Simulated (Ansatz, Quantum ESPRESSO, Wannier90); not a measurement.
# Ballistic channels from Wannier functions: straight Pd chain, spacing 2.33 Å, part 2 of 6

Wanted: localised orbitals and the quantum conductance of this wire: straight Pd chain, spacing 2.33 Å.

Quantum ESPRESSO 7.5 and Wannier90 3.1.0; plane-wave DFT, PBE, GBRV ultrasoft pseudopotentials; cross-check by Ansatz 0.2.0 with PAW datasets.

So far. Step 2 (Ground state): The run needed 14 iterations to bring the estimated error under 1e-07 Ry.

## 6. Localisation, bands and conductance, with dis_win_max − E_F = 9.0

Level of this step: maximally localised Wannier functions and ballistic conductance; plane-wave DFT, PBE, GBRV ultrasoft pseudopotentials (Wannier90).

Contents of wan_try.win:

```
num_wann = 9
num_bands = 37
num_iter = 200
num_print_cycles = 20
conv_tol = 1e-8
conv_window = 5
guiding_centres = true
dis_num_iter = 1500
dis_conv_tol = 1e-8
dis_win_min = -14.0121
dis_win_max = 5.9879
dis_froz_max = -1.5121
search_shells = 120
fermi_energy = -3.0121

transport = true
transport_mode = bulk
one_dim_axis = z
dist_cutoff = 18.5
dist_cutoff_mode = one_dim
tran_win_min = -4.0
tran_win_max = 2.0
tran_energy_step = 0.02

bands_plot = true
bands_num_points = 96
begin kpoint_path
G 0.0 0.0 0.0 Z 0.0 0.0 0.5
end kpoint_path

begin projections
Pd:s;p;d
end projections

begin unit_cell_cart
ang
  8.0000000000 0.0000000000 0.0000000000
  0.0000000000 8.0000000000 0.0000000000
  0.0000000000 0.0000000000 2.3250000000
end unit_cell_cart

begin atoms_frac
  Pd 0.0000000000 0.0000000000 0.0000000000
end atoms_frac

mp_grid = 1 1 16
begin kpoints
  0.0 0.0 0.0000000000
  0.0 0.0 0.0625000000
  0.0 0.0 0.1250000000
  0.0 0.0 0.1875000000
  0.0 0.0 0.2500000000
  0.0 0.0 0.3125000000
  0.0 0.0 0.3750000000
  0.0 0.0 0.4375000000
  0.0 0.0 0.5000000000
  0.0 0.0 0.5625000000
  0.0 0.0 0.6250000000
  0.0 0.0 0.6875000000
  0.0 0.0 0.7500000000
  0.0 0.0 0.8125000000
  0.0 0.0 0.8750000000
  0.0 0.0 0.9375000000
end kpoints
```

Run with:

```
$ OMP_NUM_THREADS=1 wannier90.x wan_try > wan_try.run.log
```

What it wrote:

```text
+---------------------------------------------------+
             |                                                   |
             |                   WANNIER90                       |
             |                                                   |
             +---------------------------------------------------+
             |                                                   |
             |        Welcome to the Maximally-Localized         |
             |        Generalized Wannier Functions code         |
[...]
|  Wannier90 Developer Group:                       |
             |    Giovanni Pizzi    (EPFL)                       |
             |    Valerio Vitale    (Cambridge)                  |
             |    David Vanderbilt  (Rutgers University)         |
             |    Nicola Marzari    (EPFL)                       |
             |    Ivo Souza         (Universidad del Pais Vasco) |
             |    Arash A. Mostofi  (Imperial College London)    |
             |    Jonathan R. Yates (University of Oxford)       |
[...]
|  For the full list of Wannier90 3.x authors,      |
             |  please check the code documentation and the      |
             |  README on the GitHub page of the code            |
[...]
|  Please cite                                      |
[...]
|  [ref] "Wannier90 as a community code:            |
             |        new features and applications",            |
             |        G. Pizzi et al., J. Phys. Cond. Matt. 32,  |
             |        165902 (2020).                             |
[...]
|  in any publications arising from the use of      |
             |  this code. For the method please cite            |
[...]
|  [ref] "Maximally Localized Generalised Wannier   |
             |         Functions for Composite Energy Bands"     |
             |         N. Marzari and D. Vanderbilt              |
             |         Phys. Rev. B 56 12847 (1997)              |
[...]
|  [ref] "Maximally Localized Wannier Functions     |
             |         for Entangled Energy Bands"               |
             |         I. Souza, N. Marzari and D. Vanderbilt    |
             |         Phys. Rev. B 65 035109 (2001)             |
[...]
| Copyright (c) 1996-2020                           |
             |        The Wannier90 Developer Group and          |
             |        individual contributors                    |
[...]
|      Release: 3.1.0        5th March    2020      |
[...]
| This program is free software; you can            |
[...]
|                        Shell   # Nearest-Neighbours                        |
 |                        -----   --------------------                        |
 |                          1               2                                 |
 |                          5               4                                 |
[...]
| Completeness relation is fully satisfied [Eq. (B1), PRB 56, 12847 (1997)]  |
[...]
|                  b_k Vectors (Ang^-1) and Weights (Ang^2)                  |
 |                  ----------------------------------------                  |
 |            No.         b_k(x)      b_k(y)      b_k(z)        w_b           |
 |            ---        --------------------------------     --------        |
 |             1         0.000000    0.000000    0.168903    17.526538        |
 |             2         0.000000    0.000000   -0.168903    17.526538        |
 |             3         0.785398    0.000000    0.000000     0.810569        |
 |             4         0.000000    0.785398    0.000000     0.810569        |
 |             5         0.000000   -0.785398    0.000000     0.810569        |
 |             6        -0.785398    0.000000    0.000000     0.810569        |
[...]
|                           b_k Directions (Ang^-1)                          |
 |                           -----------------------                          |
 |            No.           x           y           z                         |
 |            ---        --------------------------------                     |
 |             1         0.000000    0.000000    0.168903                     |
 |             2         0.785398    0.000000    0.000000                     |
 |             3         0.000000    0.785398    0.000000                     |
[...]
Time to get kmesh              0.017 (sec)
 *============================================================================*
 |                              MEMORY ESTIMATE                               |
 |         Maximum RAM allocated during each phase of the calculation         |
 *============================================================================*
 |                        Disentanglement            2.93 Mb                  |
 |                            Wannierise:            0.45 Mb                  |
 |                          plot_wannier:            0.45 Mb                  |
 *----------------------------------------------------------------------------*

 Starting a new Wannier90 calculation ...

 Reading overlaps from wan_try.mmn

 Reading projections from wan_try.amn

 Time to read overlaps          0.088 (sec)

 *------------------------------- DISENTANGLE --------------------------------*
 +----------------------------------------------------------------------------+
 |                              Energy  Windows                               |
 |                              ---------------                               |
 |                   Outer:  -14.01210  to    5.98790  (eV)                   |
 |                   Inner:  -14.01210  to   -1.51210  (eV)                   |
 +----------------------------------------------------------------------------+
 Error at k-point    8 ndimwin  6 num_wann  9
 Exiting.......
 dis_windows: Energy window contains fewer states than number of target WFs
[the rest left out]
[key lines of the parts left out:]
|  Fermi energy (eV)                         :            -3.012             |
```

Run time: 0.68 s. Hardware: 1 MPI rank of Intel Xeon Platinum 8559C (Emerald Rapids), shared host; peak memory 0.09 GiB.

The program refused the input before any cycle.

The fault put into the input: an outer window with fewer states than Wannier functions at some k (dis_win_max − E_F = 9.0).

The outer window must hold at least num_wann states at every k: widen it, with enough bands computed to fill it.

(Part 2 of 6 ends here.)

[Logs are printed without paths, hosts, clocks, repeated set-up lines and the standing remarks that a program may print on its own settings, such as how far it seeks lower states.]

[Hosts, paths, dates, database ids (printed as entryN), source tags and the programs' standing remarks are cut or masked in the printed files.]

[Maps of the electrostatic potential energy from Ansatz leave out the sawtooth potential of an applied field or a dipole correction, so their vacuum need not be flat; planar profiles and work functions include it.]
